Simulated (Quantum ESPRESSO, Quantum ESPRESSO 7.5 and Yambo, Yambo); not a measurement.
## SnO2 (Cassiterite): the gap under hydrostatic strain

Does PBE give the same change of gap under hydrostatic strain as G0W0? The case is SnO2 (Cassiterite).

Main program and level: Quantum ESPRESSO 7.5 and Yambo 5.3.0; PBE and many-body steps on it, plane waves.

This is a report of a sequence of runs, with most program output left out.

### Step 1. Set-up

The structure is tetragonal, space group P4_2/mnm (No. 136). Conventional cell: a = 4.738 Å, b = 4.738 Å, c = 3.187 Å, α = 90.00°, β = 90.00°, γ = 90.00°. Sn has 6 O at 2.05 to 2.06 Å nearest. O has 3 Sn at 2.05 to 2.06 Å nearest. Farther neighbours and most contacts between anions are not listed.

The cell and positions come from the Crystallography Open Database and are kept as given unless a step says otherwise.

### Step 2. Ground state

This step: Quantum ESPRESSO 7.5; DFT, PBE, plane waves, norm-conserving pseudopotentials.

The ground-state density comes first.

pw.in reads:

```
&control
  calculation = 'scf'
  prefix = 'x'
  outdir = 'o'
  pseudo_dir = 'pseudo'
  tprnfor = .true.
  tstress = .true.
/
&system
  ibrav = 0
  nat = 6
  ntyp = 2
  ecutwfc = 84.0
  nbnd = 41
  force_symmorphic = .true.
/
&electrons
  conv_thr = 1e-10
  electron_maxstep = 80
  mixing_beta = 0.5
/
ATOMIC_SPECIES
  Sn 118.71 Sn.upf
  O 15.999 O.upf
CELL_PARAMETERS angstrom
  4.7380000000 0.0000000000 0.0000000000
  0.0000000000 4.7380000000 0.0000000000
  0.0000000000 0.0000000000 3.1865000000
ATOMIC_POSITIONS crystal
  Sn 0.0000000000 0.0000000000 0.0000000000
  Sn 0.5000000000 0.5000000000 0.5000000000
  O 0.3071000000 0.3071000000 0.0000000000
  O 0.1929000000 0.8071000000 0.5000000000
  O 0.6929000000 0.6929000000 0.0000000000
  O 0.8071000000 0.1929000000 0.5000000000
K_POINTS automatic
  4 4 6 0 0 0
```

Command:

```sh
OMP_NUM_THREADS=1 mpirun -n 8 pw.x -nk 8 -in pw.in > pw.out
```

The job ended after 27 s (8 MPI ranks of Arm Neoverse V1, shared host; peak memory 0.8 GiB).

Numbers from this step:

- total energy: -13859.3257 eV
- gap: 1.289 eV
- k of the valence top: 0, 0, 0
- k of the conduction bottom: 0, 0, 0
- least direct gap: 1.289 eV
- pressure: 8.247 GPa

The gap is direct, at Γ.

With these pseudopotential files and this cutoff the stress is not reliable, so the pressure is no result.

### Step 3. Empty states on the mesh, 4×4×4 mesh, 139 bands

The sums over transitions need many empty states on a uniform mesh; this step solves for them.

Edit pw.in of step 2 so:

```diff
@@ -1,3 +1,3 @@
 &control
-  calculation = 'scf'
+  calculation = 'nscf'
   prefix = 'x'
@@ -5,4 +5,2 @@
   pseudo_dir = 'pseudo'
-  tprnfor = .true.
-  tstress = .true.
 /
@@ -13,3 +11,3 @@
   ecutwfc = 84.0
-  nbnd = 41
+  nbnd = 139
   force_symmorphic = .true.
@@ -17,5 +15,6 @@
 &electrons
-  conv_thr = 1e-10
+  conv_thr = 1e-9
   electron_maxstep = 80
-  mixing_beta = 0.5
+  diago_full_acc = .true.
+  diago_thr_init = 5e-6
 /
@@ -36,2 +35,2 @@
 K_POINTS automatic
-  4 4 6 0 0 0
+  4 4 4 0 0 0
```

Command:

```sh
OMP_NUM_THREADS=1 mpirun -n 8 pw.x -nk 4 -in pw.in > pw.out
```

Elapsed: 33 s, on 8 MPI ranks; peak memory 0.7 GiB; 4.2 min of CPU time.

This step gave:

```yaml
gap: 1.289 eV
k_of_the_valence_top: 0, 0, 0
k_of_the_conduction_bottom: 0, 0, 0
least_direct_gap: 1.289 eV
k_points_computed: 21
lowest_point_of_the_top_converged_band_above_the_valence_top: 66.4798 eV
```

On this mesh the gap is 1.289 eV.

### Step 4. Conversion and set-up

This step: Yambo 5.3.0; conversion and set-up on PBE, plane waves, norm-conserving pseudopotentials.

The states are converted to the many-body program's format and the q mesh is built.

Command:

```sh
(cd o/x.save; p2y > p2y.log; mv SAVE ../..); yambo > setup.log
```

The job ended after 3.1 s (1 MPI rank; peak memory 0.25 GiB).

### Step 5. G0W0, strain +0 %

G0W0 replaces the xc potential by the self-energy, built once from these orbitals. Only a window of levels is corrected, while the sums run over the empty bands that the input names.

This step: G0W0 on PBE, plane waves, norm-conserving pseudopotentials.

gw1.in reads:

```
HF_and_locXC
gw0
dyson
ppa
em1d
rim_cut
RandQpts= 1000000
RandGvec= 1 RL
EXXRLvcs= 84 Ry
VXCRLvcs= 336 Ry
Chimod= "HARTREE"
% BndsRnXp
 1 | 139 |
%
NGsBlkXp= 11.5 Ry
% LongDrXp
 1 | 1 | 1 |
%
% GbndRnge
 1 | 139 |
%
DysSolver= "n"
ExtendOut
PPAPntXp= 27.21138 eV
% QPkrange
 1 | 1 | 33 | 36 |
%
```

Command:

```sh
OMP_NUM_THREADS=2 mpirun -n 4 yambo -F gw1.in -J gw1 -C gw1 > gw1.log
```

Run time: 7.7 min. Hardware: 4 MPI ranks; peak memory 4 GiB; 50 min of CPU time.

This step gave:

```
G0W0 gap on the points computed              : 2.733 eV
starting gap on the mesh                     : 1.289 eV
k of the valence top                         : 0, 0, 0
k of the conduction bottom                   : 0, 0, 0
least direct G0W0 gap on the computed points : 2.733 eV
Z at the valence top                         : 0.7862
Z at the conduction bottom                   : 0.8386
```

The gap on the mesh goes from 1.29 eV to 2.73 eV, a correction of +1.44 eV.

### Step 6. G0W0, strain -1 %

The cell differs from the one that the last finished run ended in (a 4.738 → 4.691 Å, b 4.738 → 4.691 Å, c 3.187 → 3.155 Å).

gw2.in reads:

```
HF_and_locXC
gw0
dyson
ppa
em1d
rim_cut
RandQpts= 1000000
RandGvec= 1 RL
EXXRLvcs= 84 Ry
VXCRLvcs= 336 Ry
Chimod= "HARTREE"
% BndsRnXp
 1 | 139 |
%
NGsBlkXp= 331 RL
% LongDrXp
 1 | 1 | 1 |
%
% GbndRnge
 1 | 139 |
%
DysSolver= "n"
ExtendOut
PPAPntXp= 27.21138 eV
% QPkrange
 1 | 1 | 33 | 36 |
%
```

Command:

```sh
OMP_NUM_THREADS=2 mpirun -n 4 yambo -F gw2.in -J gw2 -C gw2 > gw2.log
```

The job ended after 6.6 min (4 MPI ranks; peak memory 3.8 GiB; 44 min of CPU time).

This step gave:

```yaml
g0w0_gap_on_the_points_computed: 3.198 eV
starting_gap_on_the_mesh: 1.650 eV
k_of_the_valence_top: 0, 0, 0
k_of_the_conduction_bottom: 0, 0, 0
least_direct_g0w0_gap_on_the_computed_points: 3.198 eV
```

The gap on the mesh goes from 1.65 eV to 3.20 eV, a correction of +1.55 eV.

Ground state, empty states and screening of this cell were made anew, as for the first cell; those steps are not shown. 

### Step 7. G0W0, strain +1 %

The cell differs from the one that the last finished run ended in (a 4.691 → 4.785 Å, b 4.691 → 4.785 Å, c 3.155 → 3.218 Å).

gw3.in reads:

```
HF_and_locXC
gw0
dyson
ppa
em1d
rim_cut
RandQpts= 1000000
RandGvec= 1 RL
EXXRLvcs= 84 Ry
VXCRLvcs= 336 Ry
Chimod= "HARTREE"
% BndsRnXp
 1 | 139 |
%
NGsBlkXp= 331 RL
% LongDrXp
 1 | 1 | 1 |
%
% GbndRnge
 1 | 139 |
%
DysSolver= "n"
ExtendOut
PPAPntXp= 27.21138 eV
% QPkrange
 1 | 1 | 33 | 36 |
%
```

Command:

```sh
OMP_NUM_THREADS=2 mpirun -n 4 yambo -F gw3.in -J gw3 -C gw3 > gw3.log
```

Wall time 7.1 min (4 MPI ranks); peak memory 4 GiB; 48 min of CPU time.

This step gave:

| Item | Value |
| --- | --- |
| G0W0 gap on the points computed | 2.276 eV |
| starting gap on the mesh | 0.9447 eV |
| k of the valence top | 0, 0, 0 |
| k of the conduction bottom | 0, 0, 0 |
| least direct G0W0 gap on the computed points | 2.276 eV |

The gap on the mesh goes from 0.94 eV to 2.28 eV, a correction of +1.33 eV.

Again on this cell's own states.

### Step 8. G0W0, strain -2 %

The cell differs from the one that the last finished run ended in (a 4.785 → 4.643 Å, b 4.785 → 4.643 Å, c 3.218 → 3.123 Å).

gw4.in reads:

```
HF_and_locXC
gw0
dyson
ppa
em1d
rim_cut
RandQpts= 1000000
RandGvec= 1 RL
EXXRLvcs= 84 Ry
VXCRLvcs= 336 Ry
Chimod= "HARTREE"
% BndsRnXp
 1 | 139 |
%
NGsBlkXp= 331 RL
% LongDrXp
 1 | 1 | 1 |
%
% GbndRnge
 1 | 139 |
%
DysSolver= "n"
ExtendOut
PPAPntXp= 27.21138 eV
% QPkrange
 1 | 1 | 33 | 36 |
%
```

Command:

```sh
OMP_NUM_THREADS=2 mpirun -n 4 yambo -F gw4.in -J gw4 -C gw4 > gw4.log
```

The job ended after 9.2 min (4 MPI ranks; peak memory 3.8 GiB).

Numbers from this step:

```
G0W0 gap on the points computed              : 3.672 eV
starting gap on the mesh                     : 2.029 eV
k of the valence top                         : 0, 0, 0
k of the conduction bottom                   : 0, 0, 0
least direct G0W0 gap on the computed points : 3.672 eV
```

The gap on the mesh goes from 2.03 eV to 3.67 eV, a correction of +1.64 eV.

Again on this cell's own states.

### Step 9. G0W0, strain +2 %

The cell differs from the one that the last finished run ended in (a 4.643 → 4.833 Å, b 4.643 → 4.833 Å, c 3.123 → 3.250 Å).

gw5.in reads:

```
HF_and_locXC
gw0
dyson
ppa
em1d
rim_cut
RandQpts= 1000000
RandGvec= 1 RL
EXXRLvcs= 84 Ry
VXCRLvcs= 336 Ry
Chimod= "HARTREE"
% BndsRnXp
 1 | 139 |
%
NGsBlkXp= 331 RL
% LongDrXp
 1 | 1 | 1 |
%
% GbndRnge
 1 | 139 |
%
DysSolver= "n"
ExtendOut
PPAPntXp= 27.21138 eV
% QPkrange
 1 | 1 | 33 | 36 |
%
```

Command:

```sh
OMP_NUM_THREADS=2 mpirun -n 4 yambo -F gw5.in -J gw5 -C gw5 > gw5.log
```

Run time: 13 min. Hardware: 4 MPI ranks; peak memory 4 GiB.

Numbers from this step:

```yaml
g0w0_gap_on_the_points_computed: 1.824 eV
starting_gap_on_the_mesh: 0.6183 eV
k_of_the_valence_top: 0, 0, 0
k_of_the_conduction_bottom: 0, 0, 0
least_direct_g0w0_gap_on_the_computed_points: 1.824 eV
```

The gap on the mesh goes from 0.62 eV to 1.82 eV, a correction of +1.21 eV.

Again on this cell's own states.

### Step 10. The series

One mesh (4×4×4), Godby-Needs plasmon pole, 139 bands in every cell; hydrostatic strain per length. Fractional positions are the same in all cells, though this structure has free coordinates, so these are clamped-ion slopes.

| strain (%) | PBE gap (eV) | G0W0 gap (eV) | least direct G0W0 gap (eV) | G0W0 edges |
| --- | --- | --- | --- | --- |
| -2 | 2.029 | 3.672 | 3.672 | Γ to Γ |
| -1 | 1.650 | 3.198 | 3.198 | Γ to Γ |
| +0 | 1.289 | 2.733 | 2.733 | Γ to Γ |
| +1 | 0.945 | 2.276 | 2.276 | Γ to Γ |
| +2 | 0.618 | 1.824 | 1.824 | Γ to Γ |

### Step 11. Results

| Quantity | Value |
| --- | --- |
| slope under compression | −370 (PBE) and −469 (G0W0) meV per % |
| slope under tension | −335 (PBE) and −454 (G0W0) meV per % |
| ions | clamped: fractional positions held |
| GW settings, unstrained cell | 4×4×4 mesh, 139 bands |
| known limits | not at the basis limit; no spin-orbit coupling; coarse k mesh |

On the side of compression the slopes of gap against strain are −370 (PBE) and −469 (G0W0) meV per %. On the side of tension the slopes of gap against strain are −335 (PBE) and −454 (G0W0) meV per %. One line through all points gives volume deformation potentials of -11.76 eV (PBE) and -15.39 eV (G0W0). Gaps are read on the mesh, so a valley between its points is missed. Bands and cutoff are finite, so the gap is not at the basis limit. The miss can reach some tenths of an eV and take either sign; the mesh is an error of its own. In the G0W0 run levels were corrected at 1 k point alone, so a gap called «on the mesh» is the least over those, and an edge elsewhere would be missed. The 4×4×4 mesh is coarse for this cell, which bears on the long-range parts of exchange and screening. The many-body steps are scalar-relativistic: spin-orbit coupling is not in them.

[Paths, hosts, dates, memory and timing lines, banners, echoed tables and standing remarks are left out of the program output.]

[Logs are printed without paths, hosts, clocks, repeated set-up lines and the standing remarks that a program may print on its own settings, such as how far it seeks lower states.]

[Runs of the session that timed out or met a known fault of the program may be left out.]

[Hosts, paths, dates, database ids (printed as entryN), source tags and the programs' standing remarks are cut or masked in the printed files.]
